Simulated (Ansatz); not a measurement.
# How fast states decay through SrMg2In2P4

Aim: relax a made-up compound, SrMg2In2P4, and see how good a tunnel barrier it would be. It is built by putting In for Ga, P for N in the SrMg2Ga2N4 structure of space group Cm, with the volume rescaled by atomic radii. The parent structure comes from the Materials Project.

Method: LDA DFT, plane waves, PAW files, in the first sound run; inputs show where later runs differ, in Ansatz 0.2.0.

The structure was built from a prototype and need not be the compound's stable phase.

## 1. Starting point

The structure is monoclinic, space group Cm (No. 8). Conventional cell: a = 12.825 Å, b = 3.651 Å, c = 9.082 Å, α = 90.00°, β = 134.85°, γ = 90.00°. Nearest to Sr lie 8 P at 2.98 to 3.27 Å. Nearest to Mg lie 4 P at 2.22 to 2.48 Å. Mg has 4 P at 2.21 to 2.36 Å nearest. Nearest to In lie 4 P at 2.11 to 2.20 Å. In has 4 P at 2.12 to 2.24 Å nearest. Nearest to P lie 3 In at 2.12 to 2.20 Å and 1 Mg at 2.48 Å and 2 Sr at 3.27 Å. It derives from SrMg2Ga2N4. In for Ga, P for N in the SrMg2Ga2N4 structure of space group Cm. Farther neighbours are not listed.

## 2. Relaxing the new crystal

The substituted atoms don't fit the parent's cell, so cell and atoms relax together. A small smearing keeps the run stable in case the gap closes on the way.

The input, input.yaml:

```yaml
crystal:
  lattice:
    - [6.4125165704, -1.8253988063, 0.0]
    - [6.4125165704, 1.8253988063, 0.0]
    - [-6.4050499694, 0.0, 6.4384752339]
  atoms:
    - { symbol: Sr, position: [0.99372808, 0.99372808, 0.99678429] }
    - { symbol: Mg, position: [0.6354744, 0.6354744, 0.81338935] }
    - { symbol: Mg, position: [0.17497099, 0.17497099, 0.54462543] }
    - { symbol: In, position: [0.36539519, 0.36539519, 0.1737159] }
    - { symbol: In, position: [0.81102855, 0.81102855, 0.45241226] }
    - { symbol: P, position: [0.77720782, 0.77720782, 0.18782519] }
    - { symbol: P, position: [0.25368135, 0.25368135, 0.85373624] }
    - { symbol: P, position: [0.39786982, 0.39786982, 0.63328507] }
    - { symbol: P, position: [0.5906438, 0.5906438, 0.34422627] }
kpoints:
  mp_grid: { grid: [6, 6, 4] }
scf:
  occupations: { method: gaussian, width: 0.03 }
hamiltonian:
  xc: lda
output:
  forces: true
  stress: true
relax:
  f_tol: 0.02
  max_steps: 60
  cell: {}
```

The run is started by

```sh
$ ansatz run input.yaml --threads 2 --pin off --max-ram 4096MiB --backend cpu --events-out ev --progress --plain --runs-dir out
```

Numbers of over 12 decimals in the logs are rounded to 6 here.

The program printed:

```text
basis.fft_grid_basis auto: the FFT boxes are laid along the combinations [[1, -1, 0], [0, 1, 0], [1, 0, 1]] of the cell's own vectors, 3.651, 6.667 and 6.692 Å long. The dense box has 25×45×45 points. Along the cell's own vectors, as sized, it would have 45×45×64, 2.56 times as many. Of the 2 symmetry operations that the crystal satisfies within crystal.symmetry.tolerance (time reversal apart; of a slab, those that k [...]
Engine: ansatz 0.2.0, aarch64-unknown-linux-gnu
Pseudopotentials: kind: paw
Pseudopotential: Sr, paw, valence charge 10, recommended cutoff 420 eV (normal), Sr.paw.azcp
Pseudopotential: Mg, paw, valence charge 10, recommended cutoff 420 eV (normal), Mg.paw.azcp
Pseudopotential: In, paw, valence charge 13, recommended cutoff 420 eV (normal), In.paw.azcp
Pseudopotential: P, paw, valence charge 5, recommended cutoff 420 eV (normal), P.paw.azcp
Functional definition: SPW92
  exchange = slater_x
  correlation = pw_c
Crystal: 9 atoms, lattice volume = 150.730 Å³
Basis set: ecut = 420 eV, 2947 PW (Γ), FFT grids on a1−a2, a2, a1+a3
Bands: 47, of which v1, the nominal top of the filled ones, is band 38 counted from 1 (37 counted from 0)
Symmetry: 2 space group operations
Space group: Cm (ITA 8), of the structure as read, at distance tolerance 5.3e-5 Å
k-points: 47 of 144 (time reversal used)
Non-local potential: Sr, projectors of the file, l = 0: 3, l = 1: 2, l = 2: 2
Non-local potential: Mg, projectors of the file, l = 0: 3, l = 1: 2, l = 2: 1
Non-local potential: In, projectors of the file, l = 0: 2, l = 1: 2, l = 2: 2, l = 3: 2
Non-local potential: P, projectors of the file, l = 0: 2, l = 1: 2, l = 2: 2
PAW form: soft (Blöchl's): semilocal exchange-correlation on the pseudo side does not see the compensation charge
PAW frozen core: Sr, regenerated for the run's functional, and the local potential with it (the file was generated under x = pbe(κ = 0.804, μ = 0.219515), c = pbe(β = 0.066725))
PAW frozen core: Mg, regenerated for the run's functional, and the local potential with it (the file was generated under x = pbe(κ = 0.804, μ = 0.219515), c = pbe(β = 0.066725))
PAW frozen core: In, regenerated for the run's functional, and the local potential with it (the file was generated under x = pbe(κ = 0.804, μ = 0.219515), c = pbe(β = 0.066725))
PAW frozen core: P, regenerated for the run's functional, and the local potential with it (the file was generated under x = pbe(κ = 0.804, μ = 0.219515), c = pbe(β = 0.066725))
PAW one-centre angular grid: Sr, 110 points (default); XC on 64 Gauss nodes
PAW one-centre angular grid: Mg, 110 points (default); XC on 64 Gauss nodes
PAW one-centre angular grid: In, 590 points (default); XC on 64 Gauss nodes
PAW one-centre angular grid: P, 110 points (default); XC on 64 Gauss nodes
Initial density: superposition of atomic densities (neutral atoms: chi_scale 0, normalization atom), corrected by the library's trained network
Initial wavefunctions: pseudopotential atomic-orbital guess
Functional: x = slater, c = lda
SCF iter   1: F=—  HF=-21061.251254 eV  |F-HF|=—  |Δ(HF+E_count)|=         —  Δρ=7.74e-3  dr2=5.39e-2  ethr=1.77e-3  ⟨swp⟩=11.7  Hψ=13059  notcnv=0  defer=28
preconditioner: auto → Resta (q_TF=auto, 2.434 Å⁻¹)  ε∞=3.9  [insulator: Δε(μ)=0.720 eV  Ē_g=13.566 eV  σ=0.030 eV  W_gap=1.00  n_scr=44 (ndim 8)  ℏωp=23.0 eV  f_vac=0.000  D(μ)=0.00/eV (n_scr^D=0)  ε∞_Penn≈3.9]
SCF iter   2: F=—  HF=-21061.231704 eV  |F-HF|=—  |Δ(HF+E_count)|=   1.96e-2  Δρ=3.10e-3  dr2=8.71e-3  ethr=7.09e-5  ⟨swp⟩=3.0  Hψ=4794  notcnv=0  defer=157
SCF iter   3: F=—  HF=-21061.229041 eV  |F-HF|=—  |Δ(HF+E_count)|=   2.66e-3  Δρ=8.16e-4  dr2=8.13e-4  ethr=1.15e-5  ⟨swp⟩=2.0  Hψ=4043  notcnv=0  defer=157
SCF iter   4: F=—  HF=-21061.228910 eV  |F-HF|=—  |Δ(HF+E_count)|=   1.31e-4  Δρ=2.41e-4  dr2=6.93e-5  ethr=1.07e-6  ⟨swp⟩=2.2  Hψ=2507  notcnv=0  defer=157
SCF iter   5: F=—  HF=-21061.228901 eV  |F-HF|=—  |Δ(HF+E_count)|=   8.46e-6  Δρ=4.25e-5  dr2=2.55e-6  ethr=9.12e-8  ⟨swp⟩=2.1  Hψ=2756  notcnv=0  defer=157
SCF iter   6: F=—  HF=-21061.228901 eV  |F-HF|=—  |Δ(HF+E_count)|=   2.82e-9  Δρ=1.05e-5  dr2=2.62e-7  ethr=3.36e-9  ⟨swp⟩=2.1  Hψ=3347  notcnv=0  defer=157
SCF iter   7: F=-21061.228901 eV  HF=-21061.228901 eV  |F-HF|=4.82e-9  |Δ(HF+E_count)|=   3.74e-8  Δρ=2.37e-6  dr2=1.00e-8  ethr=1.32e-10  ⟨swp⟩=5.3  Hψ=8808  notcnv=0
SCF 1 converged in 7 iterations: F = -21061.228901 eV  dr2 = 1.00e-8
  greatest PAW one-centre occupation: 1.001 electrons in one spin orbital (limit 2), on the Mg atom at site 2 (counted from 0), in its partial waves of l = 1
relax step   1: F+E_penalty+E_count = -21061.22890144 eV  Δ(F+E_penalty+E_count) = +0.000e0 eV  max|allowed force component| = 5.499e0 eV/Å  Δτ_max = 0.0000 Å  P = +53.274 GPa  Ω = 150.730 Å³  (7 SCF iters, dr2 threshold 1.00e-7 eV, accepted)
Crystal: 9 atoms, lattice volume = 172.952 Å³
Basis set: ecut = 420 eV, 3415 PW (Γ), FFT grids on a1−a2, a2, a1+a3
Initial density: handed on by an earlier stage of this run
Initial wavefunctions: those handed on with the density
iter 1 solved again at ethr=6.66e-4 eV; its pass at ethr=3.10e-3 eV (dr2=5.06e-1 eV) is discarded
SCF iter   1: F=—  HF=-21067.559985 eV  |F-HF|=—  |Δ(HF+E_count)|=         —  Δρ=1.18e-2  dr2=5.07e-1  ethr=6.66e-4  ⟨swp⟩=2.1  Hψ=13659  notcnv=0
preconditioner: auto → Resta (q_TF=auto, 2.379 Å⁻¹)  ε∞=3.7  [insulator: Δε(μ)=1.005 eV  Ē_g=13.133 eV  σ=0.030 eV  W_gap=1.00  n_scr=44 (ndim 8)  ℏωp=21.5 eV  f_vac=0.005  D(μ)=0.00/eV (n_scr^D=0)  ε∞_Penn≈3.7]
SCF iter   2: F=—  HF=-21067.405886 eV  |F-HF|=—  |Δ(HF+E_count)|=   1.54e-1  Δρ=4.83e-3  dr2=6.58e-2  ethr=6.66e-4  ⟨swp⟩=3.1  Hψ=3427  notcnv=0
SCF iter   3: F=—  HF=-21067.384442 eV  |F-HF|=—  |Δ(HF+E_count)|=   2.14e-2  Δρ=1.38e-3  dr2=4.06e-3  ethr=8.65e-5  ⟨swp⟩=3.6  Hψ=3826  notcnv=0
SCF iter   4: F=—  HF=-21067.383851 eV  |F-HF|=—  |Δ(HF+E_count)|=   5.91e-4  Δρ=2.95e-4  dr2=2.20e-4  ethr=5.34e-6  ⟨swp⟩=2.8  Hψ=3734  notcnv=0
SCF iter   5: F=—  HF=-21067.383848 eV  |F-HF|=—  |Δ(HF+E_count)|=   2.51e-6  Δρ=8.24e-5  dr2=1.67e-5  ethr=2.90e-7  ⟨swp⟩=2.7  Hψ=3643  notcnv=0
SCF iter   6: F=-21067.383849 eV  HF=-21067.383849 eV  |F-HF|=4.21e-7  |Δ(HF+E_count)|=   1.24e-6  Δρ=1.97e-5  dr2=8.33e-7  ethr=1.18e-9  ⟨swp⟩=4.4  Hψ=10326  notcnv=0
SCF 2 converged in 6 iterations: F = -21067.383849 eV  dr2 = 8.33e-7
[...]
relax step   4: F+E_penalty+E_count = -21070.16408702 eV  Δ(F+E_penalty+E_count) = -3.911e-1 eV  max|allowed force component| = 4.085e-1 eV/Å  Δτ_max = 0.1020 Å  P = -0.242 GPa  Ω = 212.899 Å³  energy of the carried Pulay correction = -1.935e-2 eV  (7 SCF iters, dr2 threshold 9.00e-7 eV, accepted)
relax step   5: F+E_penalty+E_count = -21070.23401048 eV  Δ(F+E_penalty+E_count) = -6.992e-2 eV  max|allowed force component| = 2.082e-1 eV/Å  Δτ_max = 0.1163 Å  P = -0.540 GPa  Ω = 211.483 Å³  energy of the carried Pulay correction = -1.898e-2 eV  (6 SCF iters, dr2 threshold 9.00e-7 eV, accepted)
relax step   6: F+E_penalty+E_count = -21070.26073106 eV  Δ(F+E_penalty+E_count) = -2.672e-2 eV  max|allowed force component| = 9.313e-2 eV/Å  Δτ_max = 0.0388 Å  P = -0.093 GPa  Ω = 209.896 Å³  energy of the carried Pulay correction = -1.857e-2 eV  (5 SCF iters, dr2 threshold 9.00e-7 eV, accepted)
relax step   7: F+E_penalty+E_count = -21070.25365447 eV  Δ(F+E_penalty+E_count) = +7.077e-3 eV  max|allowed force component| = 2.232e-1 eV/Å  Δτ_max = 0.1238 Å  P = +0.022 GPa  Ω = 208.492 Å³  energy of the carried Pulay correction = -1.820e-2 eV  (6 SCF iters, dr2 threshold 5.42e-7 eV, rejected (line search))
relax step   8: F+E_penalty+E_count = -21070.26777668 eV  Δ(F+E_penalty+E_count) = -7.046e-3 eV  max|allowed force component| = 1.511e-1 eV/Å  Δτ_max = 0.0619 Å  P = +0.062 GPa  Ω = 208.432 Å³  energy of the carried Pulay correction = -1.818e-2 eV  (10 SCF iters, accepted)
relax step   9: F+E_penalty+E_count = -21070.27300239 eV  Δ(F+E_penalty+E_count) = -5.226e-3 eV  max|allowed force component| = 2.816e-2 eV/Å  Δτ_max = 0.0384 Å  P = +0.007 GPa  Ω = 208.598 Å³  energy of the carried Pulay correction = -1.822e-2 eV  (5 SCF iters, dr2 threshold 9.00e-7 eV, accepted)
relax step  10: F+E_penalty+E_count = -21070.27333154 eV  Δ(F+E_penalty+E_count) = -3.292e-4 eV  max|allowed force component| = 2.518e-2 eV/Å  Δτ_max = 0.0067 Å  P = +0.010 GPa  Ω = 208.494 Å³  energy of the carried Pulay correction = -1.820e-2 eV  (5 SCF iters, dr2 threshold 4.95e-8 eV, accepted)
relax step  11: F+E_penalty+E_count = -21070.27386949 eV  Δ(F+E_penalty+E_count) = -5.380e-4 eV  max|allowed force component| = 1.359e-2 eV/Å  Δτ_max = 0.0130 Å  P = -0.006 GPa  Ω = 208.461 Å³  energy of the carried Pulay correction = -1.819e-2 eV  (5 SCF iters, dr2 threshold 3.96e-8 eV, accepted)
relax step  12: F+E_penalty+E_count = -21070.34473152 eV  Δ(F+E_penalty+E_count) = -7.086e-2 eV  max|allowed force component| = 1.177e-2 eV/Å  Δτ_max = 0.0000 Å  P = +0.474 GPa  Ω = 208.461 Å³  stress off target by 5.31e-1 GPa  SCF on the basis re-selected at this cell (its energy is not comparable with the rows above)  (7 SCF iters)
relax step  13: F+E_penalty+E_count = -21070.34729771 eV  Δ(F+E_penalty+E_count) = -2.566e-3 eV  max|allowed force component| = 3.060e-2 eV/Å  Δτ_max = 0.0125 Å  P = -0.054 GPa  Ω = 210.693 Å³  energy of the carried Pulay correction = -4.123e-4 eV  (5 SCF iters, dr2 threshold 7.05e-7 eV, accepted)
relax step  14: F+E_penalty+E_count = -21070.34755231 eV  Δ(F+E_penalty+E_count) = -2.546e-4 eV  max|allowed force component| = 1.209e-2 eV/Å  Δτ_max = 0.0052 Å  P = -0.011 GPa  Ω = 210.471 Å³  energy of the carried Pulay correction = -3.697e-4 eV  (5 SCF iters, dr2 threshold 5.85e-8 eV, accepted)
iter 1 solved again at ethr=1.90e-6 eV; its pass at ethr=3.10e-3 eV (dr2=1.44e-3 eV) is discarded
SCF iter   1: F=—  HF=-21070.348172 eV  |F-HF|=—  |Δ(HF+E_count)|=         —  Δρ=2.00e-5  dr2=6.62e-8  ethr=1.90e-6  ⟨swp⟩=4.7  Hψ=18967  notcnv=0
eigensolver tolerance schedule: the retry pair's looser diagonalisation over-reported the residual by 21763.62 of it (diagonalisation noise at an unbounded share of the residual, at the tolerance the schedule requests for it); recorded, not acted on — ethr = c·dr2/N_el stays at c = 1.0e-1
SCF iter   2: F=—  HF=-21070.347918 eV  |F-HF|=—  |Δ(HF+E_count)|=   2.53e-4  Δρ=1.00e-5  dr2=1.64e-8  ethr=8.72e-11  ⟨swp⟩=4.9  Hψ=6717  notcnv=0
SCF iter   3: F=—  HF=-21070.347919 eV  |F-HF|=—  |Δ(HF+E_count)|=   1.65e-7  Δρ=3.36e-6  dr2=2.73e-9  ethr=2.15e-11  ⟨swp⟩=2.0  Hψ=2629  notcnv=0
SCF iter   4: F=—  HF=-21070.347919 eV  |F-HF|=—  |Δ(HF+E_count)|=   1.98e-8  Δρ=2.63e-7  dr2=1.74e-10  ethr=3.60e-12  ⟨swp⟩=2.5  Hψ=3198  notcnv=0
SCF iter   5: F=-21070.347919 eV  HF=-21070.347919 eV  |F-HF|=7.28e-12  |Δ(HF+E_count)|=  4.00e-11  Δρ=1.09e-7  dr2=3.23e-11  ethr=1.00e-12  ⟨swp⟩=5.5  Hψ=8851  notcnv=0
SCF 15 converged in 5 iterations: F = -21070.347919 eV  dr2 = 3.23e-11
relax step  15: F+E_penalty+E_count = -21070.34791859 eV  Δ(F+E_penalty+E_count) = -3.663e-4 eV  max|allowed force component| = 1.211e-2 eV/Å  Δτ_max = 0.0000 Å  P = -0.012 GPa  Ω = 210.471 Å³  stress off target by 3.61e-2 GPa  SCF on the basis re-selected at this cell (its energy is not comparable with the rows above)  (5 SCF iters)
basis re-selected at this cell: Δ(F+E_penalty+E_count) = -3.663e-4 eV, ΔP = -0.001 GPa vs the last step (what re-selecting the basis moved, of the pressure what is left beyond the Pulay correction that the steps carried, after the strain that the cell walked since its last selection, with what the two solves' SCF thresholds leave and, on support functions, any second-order correction that the steps lacked; it is no m [...]
SCF converged after 5 iterations
Free energy (F): -21070.347919 eV
Harris-Foulkes:  -21070.347919 eV  (|F-HF|=7.28e-12)
Internal energy: -21070.347919 eV  (E = F + TS)
E sigma→0 (E₀):  -21070.347919 eV
Fermi energy:    7.316366 eV
--- Per-component energies (eV) ---
  E_band       = -876.623048
  E_kinetic    = 1169.719839
  E_local      = -6985.455552  (includes V_loc(G=0)·N_el)
  E_nonlocal   = 1281.978778
  E_hartree    = 2542.046964
  E_xc         = -902.358308
  E_vxc        = -684.266212  (∫ρ·V_xc dr)
  E_paw        = -13332.290567  (= ΣΔE_a)
  E_vpaw       = -742.693895  (= ΣTr[D̂ρ^β])
  E_aug_tail   = 0.000062  (compensation charges beyond the density's cutoff)
  E_ewald      = -4845.622708
  E_core_change = 1.633573  (= ΣΔE_core)
  E_smearing   = -0.000000  (= −TS)
  E_closure    = -0.000000  (closes the sum)
  Σ components = -21070.347919   (vs F -21070.347919, Δ=0.00e0)
--- Forces (eV/Å), atoms counted from 1 ---
  atom   1  Sr    -0.00083194     0.00000000     0.00328035
  atom   2  Mg    -0.00316377     0.00000000     0.00658393
  atom   3  Mg     0.01202650     0.00000000    -0.00045966
  atom   4  In    -0.00406951     0.00000000    -0.00976079
  atom   5  In    -0.00522354    -0.00000000     0.00715964
  atom   6  P     -0.00061243     0.00000000     0.00199144
  atom   7  P      0.00631160     0.00000000    -0.00630916
  atom   8  P      0.00767822     0.00000000    -0.00412307
  atom   9  P     -0.01211390     0.00000000     0.00163560
  max |Σ_I F_I| component: 1.71e-6 eV/Å
--- Stress (GPa, compression-positive) ---
       -0.034030       0.000000      -0.008993
        0.000000      -0.005881       0.000000
       -0.008993       0.000000       0.003882
  P = ⅓ Tr σ = -0.0120 GPa (-0.120 kbar)
--- Relaxed structure (13 steps of the walk, 12 accepted, 2 SCFs on fresh bases) ---
  F+E_penalty+E_count = -21070.34791859 eV   max|allowed force component| = 1.211e-2 eV/Å   (the final SCF, on the basis selected at the relaxed cell)
  cell:  # Å, volume = 210.4713 Å³
    - [7.255577, -1.999450, -0.020837]
    - [7.255577, 1.999450, -0.020837]
    - [-7.268050, 2.7859095615073826e-16, 7.274917]
  atoms:
    - { symbol: Sr, position: [0.990670, 0.990670, 1.009077] }
    - { symbol: Mg, position: [0.640509, 0.640509, 0.795690] }
    - { symbol: Mg, position: [0.178343, 0.178343, 0.532522] }
    - { symbol: In, position: [0.350801, 0.350801, 0.167709] }
    - { symbol: In, position: [0.831164, 0.831164, 0.477652] }
    - { symbol: P, position: [0.740363, 0.740363, 0.162577] }
    - { symbol: P, position: [0.261501, 0.261501, 0.843069] }
    - { symbol: P, position: [0.423205, 0.423205, 0.685519] }
    - { symbol: P, position: [0.583445, 0.583445, 0.326185] }
```

Run time: 3.3 min. Hardware: 2 threads of Arm Neoverse V2, shared host; peak memory 0.64 GiB; 6.6 min of CPU time.

Step by step:

| step | energy less that of the first step (eV) | largest force component (eV/Å) | pressure (GPa) | volume (Å³) |
| --- | --- | --- | --- | --- |
| 1 | 0.0000 | 5.4988 | 53.27 | 150.73 |
| 2 | -6.1549 | 2.2820 | 23.06 | 172.95 |
| 3 | -8.5441 | 0.5980 | 7.62 | 192.58 |
| 4 | -8.9352 | 0.4085 | -0.24 | 212.90 |
| 5 | -9.0051 | 0.2082 | -0.54 | 211.48 |
| 6 | -9.0318 | 0.0931 | -0.09 | 209.90 |
| 7 | -9.0248 | 0.2232 | 0.02 | 208.49 |
| 8 | -9.0389 | 0.1511 | 0.06 | 208.43 |
| 9 | -9.0441 | 0.0282 | 0.01 | 208.60 |
| 10 | -9.0444 | 0.0252 | 0.01 | 208.49 |
| 11 | -9.0450 | 0.0136 | -0.01 | 208.46 |
| 12* | -9.1158 | 0.0118 | 0.47 | 208.46 |
| 13 | -9.1184 | 0.0306 | -0.05 | 210.69 |
| 14 | -9.1187 | 0.0121 | -0.01 | 210.47 |
| 15* | -9.1190 | 0.0121 | -0.01 | 210.47 |

Relaxation steps marked * repeat the geometry before them on a plane-wave basis chosen anew for their cell, so energy and pressure can jump there. Relaxation step 7 was tried and not accepted.

Forces are held to the 2 operations that the run works with; a distortion that breaks them can't arise in this run.

| cell as run | before | after | change |
| --- | --- | --- | --- |
| a (Å) | 6.667 | 7.526 | +12.9 % |
| b (Å) | 6.667 | 7.526 | +12.9 % |
| c (Å) | 9.082 | 10.283 | +13.2 % |
| α (°) | 132.71 | 133.10 | +0.3 % |
| β (°) | 132.71 | 133.10 | +0.3 % |
| γ (°) | 31.78 | 30.81 | -3.0 % |
| volume (Å³/atom) | 16.75 | 23.39 | +39.6 % |

The atoms that moved most (Å, as changes of fractional coordinates times the final cell):

| atom | dx | dy | dz | length |
| --- | --- | --- | --- | --- |
| P6 | -0.351 | 0.000 | -0.182 | 0.396 |
| P8 | -0.012 | 0.000 | 0.379 | 0.379 |
| Mg2 | 0.202 | 0.000 | -0.129 | 0.239 |
| In5 | 0.109 | 0.000 | 0.183 | 0.213 |
| P7 | 0.191 | 0.000 | -0.078 | 0.206 |
| In4 | -0.168 | 0.000 | -0.043 | 0.174 |
| Mg3 | 0.137 | 0.000 | -0.088 | 0.163 |
| Sr1 | -0.134 | 0.000 | 0.090 | 0.161 |

This step gave:

```
free energy  : -21070.3479 eV
Fermi energy : 7.316 eV
pressure     : -0.01201 GPa
```

The largest force component on a free atom ends at 0.012 eV/Å.

[end of part 1 of 3]

[Logs are printed without paths, hosts, clocks, repeated set-up lines and the standing remarks that a program may print on its own settings, such as how far it seeks lower states.]

[Hosts, paths, dates, database ids (printed as entryN), source tags and the programs' standing remarks are cut or masked in the printed files.]
